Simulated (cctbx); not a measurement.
# A crystallographic session in cctbx: LiFeCoI6

Library: cctbx 2025.11. The data are simulated by the first script.

## 1. Simulate the data

run.py:

```python
from cctbx import adptbx, crystal, miller, sgtbx, xray
from cctbx.array_family import flex
from iotbx.shelx import hklf
from scitbx import matrix
import scitbx.random

cs = crystal.symmetry(unit_cell=(9.692, 10.087, 13.839, 90, 90, 90), space_group_symbol='Hall: -I 2b 2')  # Imma
atoms = [  # label, site, U (iso, or U11 U22 U33 U12 U13 U23 in A^2), occupancy
    ("I1", (0.689, 0.0559, 0.8786), (0.0077, 0.0083, 0.0082, 0.0001, -0.0003, -0.0008), 1),
    ("I2", (0, 0.75, 0.5664), (0.0085, 0.0023, 0.0085, 0.0000, 0.0000, 0.0000), 1),
    ("I3", (0.5, 0.25, 0.6808), (0.0088, 0.0095, 0.0104, 0.0000, 0.0000, 0.0000), 1),
    ("Co1", (0.75, 0.75, 0.25), (0.0049, 0.0074, 0.0034, 0.0000, -0.0003, 0.0000), 1),
    ("Fe1", (0.5, 0, 0), (0.0072, 0.0068, 0.0063, 0.0000, 0.0000, -0.0007), 1),
    ("Li1", (0.5, 0.75, 0.6266), (0.0099, 0.0135, 0.0193, 0.0000, 0.0000, 0.0000), 1),
]
xs = xray.structure(crystal_symmetry=cs)
for label, site, u, occ in atoms:
    u = adptbx.u_cif_as_u_star(cs.unit_cell(), u) if isinstance(u, tuple) else u
    xs.add_scatterer(xray.scatterer(label, site=site, u=u, occupancy=occ))
xs.set_inelastic_form_factors(0.71073, "sasaki")
xs.show_summary()
p1 = xs.expand_to_p1()
ms = miller.build_set(p1, anomalous_flag=True, d_min=0.84)
flex.set_random_seed(950084)
scitbx.random.set_random_seed(950084)
ms = ms.select(flex.random_double(ms.size()) < 0.8)
i = ms.structure_factors_from_scatterers(p1, algorithm="direct").f_calc().as_intensity_array().data()
i = i / flex.sqrt(1 + 0.1 * i / flex.max(i))  # extinction
i = i * 20000 / flex.max(i)
sig = flex.sqrt(i + flex.pow2(0.02 * i) + 8 ** 2)
noise = scitbx.random.variate(scitbx.random.normal_distribution())(i.size())
data = ms.array(data=i + sig * noise, sigmas=sig).set_observation_type_xray_intensity()
with open("data.hkl", "w") as f:
    data.export_as_shelx_hklf(f)
print("reflections written:", data.size(), " <I/sigma> = %.1f" % flex.mean(data.data() / data.sigmas()))
for h, a, b in list(data.sort("data"))[:12]:
    print("%4d%4d%4d %9.1f %7.1f" % (h + (a, b)))
```

```console
$ python run.py
```

```text
Number of scatterers: 6
At special positions: 5
Unit cell: (9.692, 10.087, 13.839, 90, 90, 90)
Space group: I m m a (No. 74)
reflections written: 7658  <I/sigma> = 9.4
   0   3   3   20995.9   424.3
   0   3  -3   20323.0   424.3
   0  -3   3   20146.2   424.3
   0  -3  -3   19633.0   424.3
   3   0   3   18493.3   386.2
  -3   0  -3   18250.1   386.2
  -3  -5  -2   18084.8   378.2
  -3  -5   2   18059.8   378.2
  -3   5  -2   17882.1   378.2
   3  -5   2   17853.8   378.2
   3  -5  -2   17842.4   378.2
   3   0  -3   17828.4   386.2
```

Run time: 0.39 s on 1 thread of Arm Neoverse N1 (shared host), peak memory 0.07 GiB.

## 2. Refinement (right model, isotropic)

run.py:

```python
import math
from cctbx import adptbx, crystal, maptbx, sgtbx, xray
from cctbx.array_family import flex
from cctbx.xray import observations
from iotbx.shelx import hklf
from scitbx.lstbx import normal_eqns_solving
from smtbx import absolute_structure, utils
from smtbx.refinement import constraints, least_squares

cs = crystal.symmetry(unit_cell=(9.692, 10.087, 13.839, 90, 90, 90), space_group_symbol='Hall: -I 2b 2')  # Imma
atoms = [  # label, site, U (iso, or U11 U22 U33 U12 U13 U23 in A^2), occupancy
    ("I1", (0.6915, 0.0638, 0.8767), 0.0200, 1),
    ("I2", (0, 0.75, 0.5619), 0.0200, 1),
    ("I3", (0.5, 0.25, 0.6836), 0.0200, 1),
    ("Co1", (0.75, 0.75, 0.25), 0.0200, 1),
    ("Fe1", (0.5, 0, 0), 0.0200, 1),
    ("Li1", (0.5, 0.75, 0.6227), 0.0200, 1),
]
xs = xray.structure(crystal_symmetry=cs)
for label, site, u, occ in atoms:
    u = adptbx.u_cif_as_u_star(cs.unit_cell(), u) if isinstance(u, tuple) else u
    xs.add_scatterer(xray.scatterer(label, site=site, u=u, occupancy=occ))
xs.set_inelastic_form_factors(0.71073, "sasaki")
raw = hklf.reader(file_name="data.hkl").as_miller_arrays(crystal_symmetry=cs, anomalous=True)[0]
merged = raw.eliminate_sys_absent().merge_equivalents()
fo2 = merged.array().set_observation_type_xray_intensity()
print("Rint %.3f, %d unique reflections to %.2f A" % (merged.r_int(), fo2.size(), fo2.d_min()))
for sc in xs.scatterers():
    sc.flags.set_grad_site(True)
    sc.flags.set_grad_u_aniso(sc.flags.use_u_aniso())
    sc.flags.set_grad_u_iso(sc.flags.use_u_iso())
obs = fo2.as_xray_observations()
extra = {}
rep = constraints.reparametrisation(xs, [], utils.connectivity_table(xs), **extra)
ls = least_squares.crystallographic_ls(obs, rep, weighting_scheme=least_squares.mainstream_shelx_weighting(a=0, b=0))
print("cycle     R1     wR2    GooF  max shift (A)")
for cycle in range(8):
    ls.build_up()
    r1, wr2, goof = ls.r1_factor(cutoff_factor=2)[0], ls.wR2(), ls.goof()
    old = xs.sites_cart()
    normal_eqns_solving.levenberg_marquardt_iterations(ls, n_max_iterations=3, tau=1e-06, step_threshold=1e-7)
    big = flex.max((xs.sites_cart() - old).norms())
    print("%4d %7.4f %7.4f %7.3f %9.5f" % (cycle + 1, r1, wr2, goof, big))
    ls.build_up(objective_only=True)
    if abs(ls.wR2() - wr2) < 5e-5 and big < 5e-4:
        break
ls.build_up()
print("final R1 %.4f wR2 %.4f GooF %.3f  parameters %d  data/parameter %.1f" % (ls.r1_factor(cutoff_factor=2)[0], ls.wR2(), ls.goof(), ls.n_parameters, fo2.size() / ls.n_parameters))
cov = ls.covariance_matrix_and_annotations()
su = dict(zip(cov.annotations, (math.sqrt(max(v, 0)) for v in cov.matrix.matrix_packed_u_diagonal())))
a2 = cs.unit_cell().reciprocal_parameters()[0] ** -2
print("atom        x        y        z      Ueq    occ   su(xyz)  su(Uiso or U11)")
for sc in xs.scatterers():
    s = max(su.get(sc.label + k, 0) for k in (".x", ".y", ".z"))
    npd = "" if sc.is_positive_definite_u(cs.unit_cell()) else "  NPD"
    print("%-5s %8.5f %8.5f %8.5f %8.4f %6.3f %8.5f %7.4f%s" % ((sc.label,) + sc.site + (sc.u_iso_or_equiv(cs.unit_cell()), sc.occupancy, s, su.get(sc.label + ".uiso", su.get(sc.label + ".u11", 0) * a2), npd)))
fo = fo2.f_sq_as_f()
fc = fo.structure_factors_from_scatterers(xs, algorithm="direct").f_calc()
diff = fo.f_obs_minus_f_calc(1 / math.sqrt(ls.scale_factor()), fc).average_bijvoet_mates()
m = diff.fft_map(symmetry_flags=maptbx.use_space_group_symmetry, resolution_factor=0.25).apply_volume_scaling()
print("difference map: max %.2f min %.2f rms %.2f" % (m.statistics().max(), m.statistics().min(), m.statistics().sigma()))
peaks = m.peak_search(parameters=maptbx.peak_search_parameters(min_distance_sym_equiv=0.6, max_clusters=6)).all()
near = xs.closest_distances(peaks.sites(), distance_cutoff=4)
sps = cs.special_position_settings(min_distance_sym_equiv=0.5)
for k, (x, h) in enumerate(zip(peaks.sites(), peaks.heights())):
    ss = sps.site_symmetry(x)
    print("Q%-3d %7.4f %7.4f %7.4f %4d %7.2f  %.2f A from %s" % ((k + 1,) + tuple(t % 1 for t in ss.exact_site()) + (ss.multiplicity(), h, near.smallest_distances[k], xs.scatterers()[near.i_seqs[k]].label)))
```

```console
$ python run.py
```

```text
Rint 0.021, 677 unique reflections to 0.84 A
cycle     R1     wR2    GooF  max shift (A)
   1  0.2304  0.5168  27.383   0.08685
   2  0.0160  0.0363   1.923   0.00102
   3  0.0160  0.0363   1.922   0.00000
final R1 0.0160 wR2 0.0363 GooF 1.922  parameters 12  data/parameter 56.4
atom        x        y        z      Ueq    occ   su(xyz)  su(Uiso or U11)
I1     0.68901  0.05596  0.87862   0.0078  1.000  0.00003  0.0001
I2     0.00000  0.75000  0.56638   0.0062  1.000  0.00004  0.0001
I3     0.50000  0.25000  0.68076   0.0094  1.000  0.00004  0.0001
Co1    0.75000  0.75000  0.25000   0.0051  1.000  0.00000  0.0002
Fe1    0.50000  0.00000  0.00000   0.0064  1.000  0.00000  0.0002
Li1    0.50000  0.75000  0.62643   0.0166  1.000  0.00118  0.0031
difference map: max 1.64 min -3.62 rms 0.18
Q1    0.0000  0.2500  0.4731    4    1.76  0.55 A from I2
Q2    0.0568  0.2500  0.4360    8    1.75  0.55 A from I2
Q3    0.0000  0.2500  0.3928    4    1.60  0.56 A from I2
Q4    0.0000  0.2500  0.7786    4    0.94  0.56 A from I3
Q5    0.2500  0.2043  0.7500    8    0.71  0.46 A from Co1
Q6    0.2025  0.0947  0.6521   16    0.69  0.59 A from I1
```

Time: 0.55 s.

## 3. Refinement (right model, anisotropic)

run.py, as its changes from the last script of this kind:

```diff
@@ -12,6 +12,6 @@
-    ("I1", (0.6915, 0.0638, 0.8767), 0.0200, 1),
-    ("I2", (0, 0.75, 0.5619), 0.0200, 1),
-    ("I3", (0.5, 0.25, 0.6836), 0.0200, 1),
-    ("Co1", (0.75, 0.75, 0.25), 0.0200, 1),
-    ("Fe1", (0.5, 0, 0), 0.0200, 1),
-    ("Li1", (0.5, 0.75, 0.6227), 0.0200, 1),
+    ("I1", (0.68901, 0.05596, 0.87862), 0.0078, 1),
+    ("I2", (0, 0.75, 0.56638), 0.0062, 1),
+    ("I3", (0.5, 0.25, 0.68076), 0.0094, 1),
+    ("Co1", (0.75, 0.75, 0.25), 0.0051, 1),
+    ("Fe1", (0.5, 0, 0), 0.0064, 1),
+    ("Li1", (0.5, 0.75, 0.62643), 0.0166, 1),
@@ -23,0 +24 @@
+xs.convert_to_anisotropic()
```

```console
$ python run.py
```

```text
Rint 0.021, 677 unique reflections to 0.84 A
cycle     R1     wR2    GooF  max shift (A)
   1  0.0160  0.0363   1.948   0.00148
   2  0.0091  0.0189   1.012   0.00017
final R1 0.0091 wR2 0.0189 GooF 1.012  parameters 29  data/parameter 23.3
atom        x        y        z      Ueq    occ   su(xyz)  su(Uiso or U11)
I1     0.68901  0.05591  0.87860   0.0079  1.000  0.00001  0.0001
I2     0.00000  0.75000  0.56636   0.0063  1.000  0.00002  0.0001
I3     0.50000  0.25000  0.68079   0.0094  1.000  0.00002  0.0001
Co1    0.75000  0.75000  0.25000   0.0051  1.000  0.00000  0.0003
Fe1    0.50000  0.00000  0.00000   0.0064  1.000  0.00000  0.0003
Li1    0.50000  0.75000  0.62655   0.0178  1.000  0.00065  0.0039
difference map: max 0.45 min -0.69 rms 0.12
Q1    0.1340  0.2500  0.8109    8    0.51  1.30 A from I3
Q2    0.2024  0.2500  0.9260    8    0.45  2.32 A from I1
Q3    0.0000  0.0038  0.3326    8    0.44  2.03 A from I1
Q4    0.0000  0.2500  0.2569    4    0.44  1.80 A from Li1
Q5    0.0739  0.2500  0.9495    8    0.42  1.94 A from I3
Q6    0.0000  0.0675  0.8796    8    0.38  2.02 A from I3
```

Time: 0.53 s.

## 4. Refinement

run.py, as its changes from the last script of this kind:

```diff
@@ -17 +16,0 @@
-    ("Li1", (0.5, 0.75, 0.62643), 0.0166, 1),
@@ -38 +37 @@
-for cycle in range(8):
+for cycle in range(12):
```

```console
$ python run.py
```

```text
Rint 0.021, 677 unique reflections to 0.84 A
cycle     R1     wR2    GooF  max shift (A)
   1  0.0217  0.0483   2.586   0.00044
   2  0.0166  0.0366   1.958   0.00000
final R1 0.0166 wR2 0.0366 GooF 1.958  parameters 25  data/parameter 27.1
atom        x        y        z      Ueq    occ   su(xyz)  su(Uiso or U11)
I1     0.68902  0.05592  0.87860   0.0078  1.000  0.00003  0.0001
I2     0.00000  0.75000  0.56635   0.0063  1.000  0.00004  0.0003
I3     0.50000  0.25000  0.68079   0.0094  1.000  0.00004  0.0003
Co1    0.75000  0.75000  0.25000   0.0049  1.000  0.00000  0.0005
Fe1    0.50000  0.00000  0.00000   0.0063  1.000  0.00000  0.0006
difference map: max 6.07 min -0.73 rms 0.18
Q1    0.0000  0.2500  0.1267    4    6.34  -1.00 A from Fe1
Q2    0.0000  0.0045  0.3328    8    0.48  2.03 A from I1
Q3    0.1376  0.2500  0.8107    8    0.48  1.34 A from I3
Q4    0.0000  0.0659  0.0564    8    0.44  3.38 A from I1
Q5    0.0000  0.1827  0.9685    8    0.44  2.17 A from I3
Q6    0.0000  0.0641  0.8797    8    0.44  2.05 A from I3
```

Time: 0.49 s.

This run holds a fault made on purpose: atom left out: Li1.

## 5. Refinement

run.py, as its changes from the last script of this kind:

```diff
@@ -15,2 +15,3 @@
-    ("Co1", (0.75, 0.75, 0.25), 0.0051, 1),
-    ("Fe1", (0.5, 0, 0), 0.0064, 1),
+    ("Fe1", (0.75, 0.75, 0.25), 0.0051, 1),
+    ("Co1", (0.5, 0, 0), 0.0064, 1),
+    ("Li1", (0.5, 0.75, 0.62643), 0.0166, 1),
```

```console
$ python run.py
```

```text
Rint 0.021, 677 unique reflections to 0.84 A
cycle     R1     wR2    GooF  max shift (A)
   1  0.0220  0.0486   2.609   0.00596
   2  0.0116  0.0250   1.340   0.00066
   3  0.0116  0.0250   1.340   0.00007
final R1 0.0116 wR2 0.0250 GooF 1.340  parameters 29  data/parameter 23.3
atom        x        y        z      Ueq    occ   su(xyz)  su(Uiso or U11)
I1     0.68901  0.05591  0.87860   0.0079  1.000  0.00002  0.0001
I2     0.00000  0.75000  0.56637   0.0062  1.000  0.00003  0.0002
I3     0.50000  0.25000  0.68079   0.0094  1.000  0.00003  0.0002
Fe1    0.75000  0.75000  0.25000   0.0019  1.000  0.00000  0.0004  NPD
Co1    0.50000  0.00000  0.00000   0.0096  1.000  0.00000  0.0004
Li1    0.50000  0.75000  0.62691   0.0174  1.000  0.00085  0.0052
difference map: max 1.07 min -1.04 rms 0.14
Q1    0.2460  0.2500  0.7243    8    1.09  0.36 A from Fe1
Q2    0.1316  0.2500  0.8124    8    0.51  1.28 A from I3
Q3    0.2029  0.2500  0.9240    8    0.45  2.31 A from I1
Q4    0.0737  0.2500  0.9504    8    0.43  1.95 A from I3
Q5    0.0571  0.0370  0.4350   16    0.43  1.12 A from Co1
Q6    0.0000  0.2500  0.2564    4    0.41  1.79 A from Li1
```

Run time: 0.57 s on 1 thread of Arm Neoverse N1, on a shared host, peak memory 0.09 GiB.

This run holds a fault made on purpose: elements exchanged: Co1 is Fe and Fe1 is Co.

[Logs are printed without paths, hosts, clocks, repeated set-up lines and the standing remarks that a program may print on its own settings, such as how far it seeks lower states.]
